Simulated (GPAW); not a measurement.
Consider ZrGa3 (I4/mmm).

```xyz
4
Lattice="-1.9855 1.9855 4.3645 1.9855 -1.9855 4.3645 1.9855 1.9855 -4.3645" Properties=species:S:1:pos:R:3 pbc="T T T"
Zr    0.0000    0.0000    0.0000
Ga    1.9855    0.0000    2.1822
Ga    0.0000    1.9855    2.1822
Ga    0.0000    0.0000    4.3645
```

Absorber: atom 1, with 4 Ga at 2.81 Å and 8 Ga at 2.95 Å (distorted cuboctahedral, site symmetry 4/mmm). Method: GPAW, LDA, excited-electron core hole (neutral cell), 16-atom cell with 5.6 Å between holes, 3×3×3 k points, dipole transitions, Gaussian full width 1.57 eV up to 4 eV, rising linearly to 3.5 eV at 25 eV.

The database entry behind the starting cell is an old determination (1942), so it need not match the best structure at ambient conditions.

Q: Where do the maxima of the Zr L₃ edge fall?

Main maxima up to 30 eV above the zero (height): 1.8 eV (3.31) and 13.8 eV (0.64). At an L edge the dipole rule selects empty d (and weakly s) states on the absorber, and the strong line at the onset measures the empty part of its d band. 

The Zr L₃ spectrum (energy from the lowest empty level; intensity scaled to a mean of 1 over the first 20 eV; polarised curves are means over the symmetry-equivalent atoms):

```csv
E (eV),isotropic,ε ⊥ c,ε ∥ c
-2.0,0.00,0.00,0.00
-1.0,0.07,0.07,0.07
0.0,0.77,0.80,0.72
1.0,2.41,2.58,2.06
2.0,3.30,3.42,3.07
3.0,2.11,2.03,2.28
4.0,1.47,1.33,1.75
5.0,1.26,1.20,1.37
6.0,1.14,1.18,1.07
7.0,0.99,1.04,0.90
8.0,0.82,0.84,0.78
9.0,0.59,0.58,0.61
10.0,0.48,0.47,0.52
11.0,0.42,0.42,0.41
12.0,0.43,0.45,0.40
13.0,0.58,0.60,0.54
14.0,0.64,0.64,0.63
15.0,0.58,0.57,0.59
16.0,0.52,0.52,0.53
17.0,0.50,0.51,0.50
18.0,0.49,0.50,0.49
19.0,0.47,0.47,0.47
20.0,0.45,0.45,0.45
21.0,0.43,0.43,0.44
22.0,0.40,0.39,0.42
23.0,0.36,0.35,0.38
24.0,0.34,0.34,0.35
25.0,0.37,0.36,0.38
26.0,0.45,0.43,0.48
27.0,0.56,0.54,0.60
28.0,0.69,0.68,0.72
29.0,0.80,0.80,0.81
30.0,0.86,0.87,0.86
```

Only the L₃ part is meant: spin–orbit coupling of the core level isn't computed and the L₂ copy isn't added. The script folds with a Gaussian, whereas the core hole's own line is a Lorentzian, so the onset is too steep and the first peak too high. The holes are only 5.6 Å apart, so the shape is probably not converged with cell size; no larger cell was run here. The mesh is coarse (0.39 Å⁻¹ between points), so small maxima may be mesh ripples. The structure is a published determination, not relaxed.

[Banner, clock and machine lines of the logs are left out without a mark of their own.]

[Logs are printed without paths, hosts, clocks, repeated set-up lines and the standing remarks that a program may print on its own settings, such as how far it seeks lower states.]

[Hosts, paths, dates, database ids (printed as entryN), source tags and the programs' standing remarks are cut or masked in the printed files.]

[Lists of maxima count a maximum above −3 eV only where it reaches 4 % of the highest in the window and stands out from its surroundings by 2 % of it (1.5 % where it reaches 55 %); shoulders and weaker maxima are passed over, and of the rest the first, up to two pre-edge ones and the few strongest are named.]
